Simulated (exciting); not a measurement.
The Ti L₂,₃ edge of atom 2 in BaTiO3 (Barioperovskite), space group Amm2, with 2 O at 1.93 Å, 2 O at 2.00 Å and 2 O at 2.09 Å (distorted octahedral, site symmetry mm2), was computed at 4 levels: exchange and screened direct term (singlet BSE), exchange term alone (RPA), independent particles and screened direct term alone. Common settings: exciting, all-electron LAPW+lo, LDA, spinor conduction states, 2×2×2 shifted k points, 16 conduction spinor bands, |G+q| up to 4.5 bohr⁻¹ (4.9 in the exchange term), full RPA screening with nempty = 65, Lorentzian half width 0.25 eV.

Energy from the Kohn–Sham onset, core level to the lowest empty state found on the meshes used; all runs on one relative scale:

```csv
E (eV),run 1,run 2,run 3,run 4
-5.50,0.01,0.00,0.00,0.03
-5.25,0.01,0.00,0.00,0.03
-5.00,0.01,0.00,0.00,0.04
-4.75,0.02,0.01,0.00,0.05
-4.50,0.02,0.01,0.00,0.06
-4.25,0.02,0.01,0.00,0.08
-4.00,0.03,0.01,0.00,0.12
-3.75,0.03,0.01,0.00,0.20
-3.50,0.05,0.01,0.00,0.37
-3.25,0.07,0.01,0.00,0.86
-3.00,0.13,0.01,0.00,1.74
-2.75,0.23,0.01,0.01,1.42
-2.50,0.46,0.01,0.01,0.71
-2.25,0.65,0.01,0.01,0.37
-2.00,0.32,0.01,0.01,0.28
-1.75,0.18,0.02,0.01,0.34
-1.50,0.17,0.02,0.01,0.65
-1.25,0.23,0.02,0.01,0.95
-1.00,0.36,0.03,0.01,0.86
-0.75,0.58,0.03,0.01,0.66
-0.50,1.01,0.04,0.02,0.31
-0.25,1.22,0.06,0.02,0.17
0.00,0.79,0.09,0.03,0.13
0.25,0.42,0.17,0.04,0.10
0.50,0.27,0.30,0.07,0.09
0.75,0.16,0.39,0.08,0.07
1.00,0.10,0.70,0.12,0.06
1.25,0.08,0.67,0.17,0.05
1.50,0.07,0.71,0.17,0.05
1.75,0.06,0.91,0.21,0.06
2.00,0.07,0.84,0.32,0.09
2.25,0.08,0.52,0.49,0.13
2.50,0.11,0.38,0.35,0.25
2.75,0.17,0.44,0.30,0.59
3.00,0.35,0.43,0.31,0.81
3.25,0.78,0.41,0.38,0.39
3.50,0.79,0.42,0.40,0.20
3.75,0.37,0.34,0.39,0.14
4.00,0.23,0.23,0.28,0.14
4.25,0.22,0.27,0.21,0.23
4.50,0.32,0.36,0.25,0.40
4.75,0.55,0.43,0.31,0.38
5.00,0.84,0.37,0.46,0.37
5.25,1.06,0.27,0.41,0.17
5.50,0.71,0.27,0.37,0.09
5.75,0.39,0.18,0.27,0.07
```

Q: Which run is which, and why?

Run 1: exchange and screened direct term (singlet BSE); highest local maximum in the window at -0.3 eV. Run 2: independent particles; highest local maximum in the window at 1.8 eV. Run 3: exchange term alone (RPA); highest local maximum in the window at 2.2 eV. Run 4: screened direct term alone; highest local maximum in the window at -2.9 eV. The attractive direct term pulls weight down: the curves pass 0.18 at -2.8, 0.3, 1.7 and -3.8 eV in the order of the runs. Exchange is repulsive: the centre of weight of the curve lies at 1.6 eV with it and at -0.5 eV without it. In the runs without the direct term the fine structure is partly noise of the 8-point mesh. Exchange alone moves the bare spectrum by 61 % r.m.s., towards higher energy.

[Banner, clock and machine lines of the logs are left out without a mark of their own.]

[Logs are printed without paths, hosts, clocks, repeated set-up lines and the standing remarks that a program may print on its own settings, such as how far it seeks lower states.]

[Hosts, paths, dates, database ids (printed as entryN), source tags and the programs' standing remarks are cut or masked in the printed files.]
